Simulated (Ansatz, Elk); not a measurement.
# How far do independent atoms describe AgRuS2?

The structure of AgRuS2 used here is made up (a known structure type with other elements) and was relaxed beforehand with PBE. The aim is the Fourier transform of its all-electron density, F(hkl), set beside the sum over free spherical atoms that refinements use.

Program: Elk 11.2.3 (patched build). Level of theory: DFT, PBE, all-electron APW+lo, Dirac cores, scalar-relativistic bands, static density, no spin. Results are calculated unless marked as measured.

This account leaves out most program logs.

The structure was built from a prototype and need not be the compound's stable phase.

## (1) The starting structure

It takes space group Pmmm (No. 47, orthorhombic). Conventional cell: a = 3.064 Å, b = 3.511 Å, c = 7.055 Å, α = 90.00°, β = 90.00°, γ = 90.00°. Nearest to Ag lie 4 S at 2.55 Å. Nearest to Ru lie 4 S at 2.30 Å. Nearest to S lie 2 Ru at 2.30 Å and 2 Ag at 2.55 Å. Farther neighbours and most contacts between anions are not listed.

## (2) Ground state and structure factors

An all-electron density is needed, since X-rays see the cores too. Task 0 finds the density and task 195 Fourier-transforms it; tshift is off so that phases refer to the origin typed.

File elk.in:

```
tasks
  0
  195

xctype
  20

spinpol
  .false.

rgkmax
  7.0

gmaxvr
  14.0

lmaxo
  7

lmaxapw
  8

swidth
  0.002

tshift
  .false.

ramdisk
  .false.

hmaxvr
  5.5

maxscl
  120

epspot
  1e-06

sppath
  './'

avec
  6.63415670727 0.00000000000 -0.00000000000
  0.00000000000 5.79096894184 -0.00000000000
  -0.00000000000 -0.00000000000 13.33142278556

atoms
  3
  'Ag.in'
  1
  0.5000000000 0.5000000000 0.5000000000   0.000000 0.000000 0.000000
  'Ru.in'
  1
  0.0000000000 0.0000000000 0.0000000000   0.000000 0.000000 0.000000
  'S.in'
  2
  0.5000000000 0.0000000000 0.7888783029   0.000000 0.000000 0.000000
  0.5000000000 -0.0000000000 0.2111216971   0.000000 0.000000 0.000000

ngridk
  6 7 3
```

On the command line:

```
OMP_NUM_THREADS=4 elk
```

The job ended after 13 s (4 threads of AMD EPYC 9R45 (Zen 5), shared host; peak memory 0.18 GiB).

SFACRHO.OUT:

```text

h k l indices transformed by vhmat matrix:
   1.000000000       0.000000000       0.000000000    
   0.000000000       1.000000000       0.000000000    
   0.000000000       0.000000000       1.000000000    

      h      k      l  multipl.   |H|            Re(F)            Im(F)           |F|

      0      0      0      1   0.0000000       123.00000      0.38432950E-16   123.00000    
      0      0      1      2  0.47130643       4.3071370      0.10661663E-13   4.3071370    
      0      0      2      2  0.94261286       56.978436     -0.25765686E-13   56.978436    
      1      0      0      2  0.94709631      -28.980105      0.74636512E-14   28.980105    
      1      0     -1      4   1.0578852       71.878017      -0.0000000       71.878017    
      0     -1      0      2   1.0849972       21.405780     -0.47892263E-14   21.405780    
      0      1      1      4   1.1829407       81.206654     -0.71077756E-14   81.206654    
     -1      0      2      4   1.3362299       16.546407      0.19546383E-13   16.546407    
      0      0      3      2   1.4139193      -17.578097     -0.44423597E-14   17.578097    
      0     -1      2      4   1.4372676      -21.998812     -0.11550135E-13   21.998812    
      1     -1      0      4   1.4402119       49.445681      0.64216579E-14   49.445681    
      1     -1      1      8   1.5153680      -8.0463180      0.35538878E-14   8.0463180    
     -1      0     -3      4   1.7018106       79.651556      0.35538878E-14   79.651556    
     -1     -1      2      8   1.7212581       83.501612      0.20434855E-13   83.501612    
      0     -1     -3      4   1.7822421       52.448534      0.32873462E-13   52.448534    
      0      0      4      2   1.8852257       74.101088      0.44423597E-14   74.101088    
     -2      0      0      2   1.8941926       81.992929      0.12509622E-13   81.992929    
     -2      0      1      4   1.9519466       1.6964319     -0.17769439E-14   1.6964319
```

Elk indexes on the primitive cell of elk.in and gives |H| = 4π sin θ/λ in inverse bohr. Below, one row stands for each form hkl of the conventional cell (m members, Friedel mates merged), F is for one primitive cell and the density is static (no thermal factor). Free-atom factors are Waasmaier and Kirfel's, and R is Σm||F|−|F'||/Σm|F|.

```tsv
hkl	m	sin θ/λ (Å⁻¹)	abs F, DFT	neutral atoms	diff.
001	2	0.071	4.307	4.126	+0.181
002	2	0.142	56.978	57.394	-0.416
010	2	0.142	28.980	28.853	+0.127
011	4	0.159	71.878	72.106	-0.228
100	2	0.163	21.406	21.167	+0.239
101	4	0.178	81.207	81.513	-0.306
012	4	0.201	16.546	16.510	+0.036
003	2	0.213	17.578	17.442	+0.136
102	4	0.216	21.999	21.887	+0.112
110	4	0.217	49.446	49.950	-0.504
111	8	0.228	8.046	7.984	+0.062
013	4	0.256	79.652	80.018	-0.367
112	8	0.259	83.502	83.797	-0.295
103	4	0.268	52.449	52.777	-0.328
```

## (3) The highest occupied states alone

An energy window below the Fermi level keeps the highest occupied states, to see at which angles they scatter; shallow core shells can lie inside it and anion s states outside. No new self-consistency is needed.

elk.in, as its differences from that of step 2:

```diff
@@ -1,3 +1,2 @@
 tasks
-  0
   195
@@ -40,2 +39,5 @@
 
+wsfac
+  -0.315620 0.535620
+
 sppath
```

On the command line:

```
OMP_NUM_THREADS=4 elk
```

Run time: 3.7 s. Hardware: 4 threads; peak memory 0.18 GiB.

States within 15 eV below the Fermi level hold 31.00 electrons; any levels below the window count with the cores. Their amplitudes can exceed the total, where window and core parts have opposite phase:

```tsv
hkl	sin θ/λ (Å⁻¹)	abs F, window	abs F, all
001	0.071	0.384	4.307
002	0.142	5.745	56.978
010	0.142	9.174	28.980
011	0.159	9.027	71.878
100	0.163	2.657	21.406
101	0.178	10.070	81.207
012	0.201	0.589	16.546
003	0.213	4.328	17.578
102	0.216	4.776	21.999
110	0.217	3.854	49.446
```

## (4) Another functional

The difference from free atoms is small, so it is set against the change that LDA (Perdew-Wang) makes.

elk.in, as its differences from that of step 3:

```diff
@@ -1,2 +1,3 @@
 tasks
+  0
   195
@@ -4,3 +5,3 @@
 xctype
-  20
+  3
 
@@ -39,5 +40,2 @@
 
-wsfac
-  -0.315620 0.535620
-
 sppath
```

On the command line:

```
OMP_NUM_THREADS=4 elk
```

The job ended after 8 s (4 threads; peak memory 0.18 GiB; 24 s of CPU time).

Against the first run R = 0.05 %; the largest change is -0.049 at 010.

## (5) Basis size

A smaller basis shows how fast F responds to it; the change is likely larger than the basis error of the first run, but doesn't show convergence.

elk.in, as its differences from that of step 4:

```diff
@@ -5,3 +5,3 @@
 xctype
-  3
+  20
 
@@ -11,3 +11,3 @@
 rgkmax
-  7.0
+  5.5
```

On the command line:

```
OMP_NUM_THREADS=4 elk
```

Elapsed: 11 s, on 4 threads; peak memory 0.18 GiB; 32 s of CPU time.

Against the first run R = 0.07 %; the largest change is +0.083 at 220.

## (6) Basis size

The basis and the expansions that go with it are enlarged, to see whether the differences are converged.

elk.in, as its differences from that of step 5:

```diff
@@ -11,12 +11,12 @@
 rgkmax
-  5.5
+  8.5
 
 gmaxvr
-  14.0
+  18.0
 
 lmaxo
-  7
+  9
 
 lmaxapw
-  8
+  10
```

On the command line:

```
OMP_NUM_THREADS=4 elk
```

It took 27 s on 4 threads; peak memory 0.31 GiB; 75 s of CPU time.

Against the first run R = 0.01 %; the largest change is -0.011 at 205.

## (7) Settings against the effect

```tsv
run	R against the first run (%)	R against neutral atoms, low angle (%)	wall time
PBE, rgkmax 7	0.00	0.52	13 s
LDA (Perdew-Wang)	0.05	0.53	8 s
rgkmax 5.5	0.07	0.56	11 s
rgkmax 8.5 with larger expansions	0.01	0.51	27 s
```

## (8) Summary of results

```json
{"R against neutral atoms, sin θ/λ < 0.3 Å⁻¹": "0.52 %", "R against neutral atoms, 0.3 to 0.68 Å⁻¹": "0.31 %"}
```

Independent neutral atoms miss the calculated amplitudes by R = 0.52 % below 0.3 Å⁻¹ and 0.31 % from there to 0.68 Å⁻¹; by shells, 0.80 % below 0.15 Å⁻¹ (3 forms), 0.50 % 0.15 to 0.3 (14 forms), 0.34 % 0.3 to 0.45 (31 forms), 0.30 % above 0.45 (101 forms). Bonding, aspherical density and the tables' own atoms all enter these figures, and the runs don't part them. The largest change of an amplitude is -0.50 electrons, at 110. The window's part falls from 31.0 electrons at the origin to at most 0.73 between 0.45 and 0.68 Å⁻¹. Below 0.3 Å⁻¹ the changes that finished (LDA (Perdew-Wang), rgkmax 5.5 and rgkmax 8.5 with larger expansions) move F by R = 0.07 % at most, against the 0.52 % that separates it from free atoms. The k-mesh has no finished test. These runs have no spin, though d or f shells may be open. The electron count is odd, so without spin the run is a metal by force. Part of the difference isn't bonding: the tables are fits to free atoms and ions calculated by other methods than this functional. Thermal motion, anomalous dispersion and extinction are left out.

[Logs are printed without paths, hosts, clocks, repeated set-up lines and the standing remarks that a program may print on its own settings, such as how far it seeks lower states.]

[Hosts, paths, dates, database ids (printed as entryN), source tags and the programs' standing remarks are cut or masked in the printed files.]
